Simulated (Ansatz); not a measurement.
## Pt (Fm-3m, 1 atom in the cell): the cell at rest

Aim: bring Pt (Fm-3m, 1 atom in the cell) to small forces and stress, as phonons need.

Method: DFT PBEsol, scalar-relativistic, plane waves, PAW, in Ansatz 0.2.0.

This is a report of a sequence of runs, with most program output left out.

## 1. Set-up

Symmetry: Fm-3m, No. 225, cubic system. Conventional cell: a = 3.922 Å, b = 3.922 Å, c = 3.922 Å, α = 90.00°, β = 90.00°, γ = 90.00°. Pt has 12 Pt at 2.77 Å nearest.

## 2. A coarse first look

First a cheap look: the gap decides the mesh and the occupations, the pressure tells how far the cell has to move.

Input file input.yaml:

```yaml
crystal:
  lattice:
    - [0.0, 1.9609, 1.9609]
    - [1.9609, 0.0, 1.9609]
    - [1.9609, 1.9609, 0.0]
  atoms:
    - { symbol: Pt, position: [0.0, 0.0, 0.0] }
kpoints:
  mp_grid: { grid: [8, 8, 8] }
hamiltonian:
  xc: pbesol
scf:
  occupations: { method: gaussian, width: 0.1 }
output:
  forces: true
  stress: true
  eigenvalues: true
```

Run with:

```console
> ansatz run input.yaml --threads 4 --pin off --max-ram 7168MiB --backend cpu --events-out ev --progress --plain --runs-dir out
```

Run time: 0.36 s. Hardware: 4 threads of Arm Neoverse V1, shared host; peak memory 0.25 GiB; 0.74 s of CPU time.

This step gave:

| Property | Result |
| --- | --- |
| pressure | -1.408 GPa |
| volume per atom | 15.08 Å³ |
| gap on the k-mesh | 0 eV |

The coarse mesh shows no gap and a pressure of -1.4 GPa.

## 3. Relaxation

Harmonic phonons are second derivatives at a point where the forces vanish, and they are wanted at zero stress, so atoms and cell are relaxed first.

input.yaml, the sections that differ from step 2:

```yaml
kpoints:
  mp_grid: { grid: [18, 18, 18] }
relax:
  adjacent_minimum: "off"
  f_tol: 0.005
  max_steps: 80
  cell: { stress_tol: 0.05 }
# crystal, hamiltonian, scf, output: as in step 2
```

Elapsed: 3 s, on 4 threads; peak memory 0.32 GiB.

Little changed from the start: no atom moved by 0.005 Å and no cell edge by 0.1 %.

This step gave:

```yaml
pressure: -0.008035 GPa
volume_per_atom: 15.04 Å³
```

In this step the volume went from 15.08 to 15.04 Å³/atom.

## 4. Relaxing to small forces for the phonons

Phonons need a cell at rest on their own settings, so the relaxation is repeated with tight tolerances on forces and stress on the k mesh and occupations of the first response run.

Input file input.yaml:

```yaml
crystal:
  lattice:
    - [0.0, 1.9590400303, 1.9590400303]
    - [1.9590400303, 0.0, 1.9590400303]
    - [1.9590400303, 1.9590400303, 0.0]
  atoms:
    - { symbol: Pt, position: [0.0, 0.0, 0.0] }
kpoints:
  mp_grid: { grid: [20, 20, 20] }
hamiltonian:
  xc: pbesol
scf:
  occupations: { method: methfessel_paxton, width: 0.2 }
output:
  forces: true
  stress: true
  eigenvalues: true
relax:
  adjacent_minimum: "off"
  f_tol: 0.001
  max_steps: 60
  cell: { stress_tol: 0.01 }
```

Run time: 3.5 s. Hardware: 4 threads; peak memory 0.34 GiB; 12 s of CPU time.

Little changed from the start: no atom moved by 0.005 Å and no cell edge by 0.1 %.

This step gave:

| Item | Value |
| --- | --- |
| pressure | -9.36e-5 GPa |
| volume per atom | 15.03 Å³ |

The forces vanish by symmetry and the pressure is 0.000 GPa, within the tolerances set. The cell now holds 15.03 Å³/atom.

## 5. What came out

```
space group after relaxation (within 0.01 Å) : Fm-3m
lattice constant a                           : 3.918 Å
lattice constant b                           : 3.918 Å
lattice constant c                           : 3.918 Å
volume per atom                              : 15.0 Å³
```

**Reading.** The forces vanish by symmetry and the pressure is 0.000 GPa, within the tolerances set. The cell now holds 15.03 Å³/atom. The relaxation keeps the symmetry of its start, so it says nothing on stability against lower symmetry. Spin-orbit coupling is left out, which can matter for the heavy elements here.

[Logs are printed without paths, hosts, clocks, repeated set-up lines and the standing remarks that a program may print on its own settings, such as how far it seeks lower states.]

[Hosts, paths, dates, database ids (printed as entryN), source tags and the programs' standing remarks are cut or masked in the printed files.]
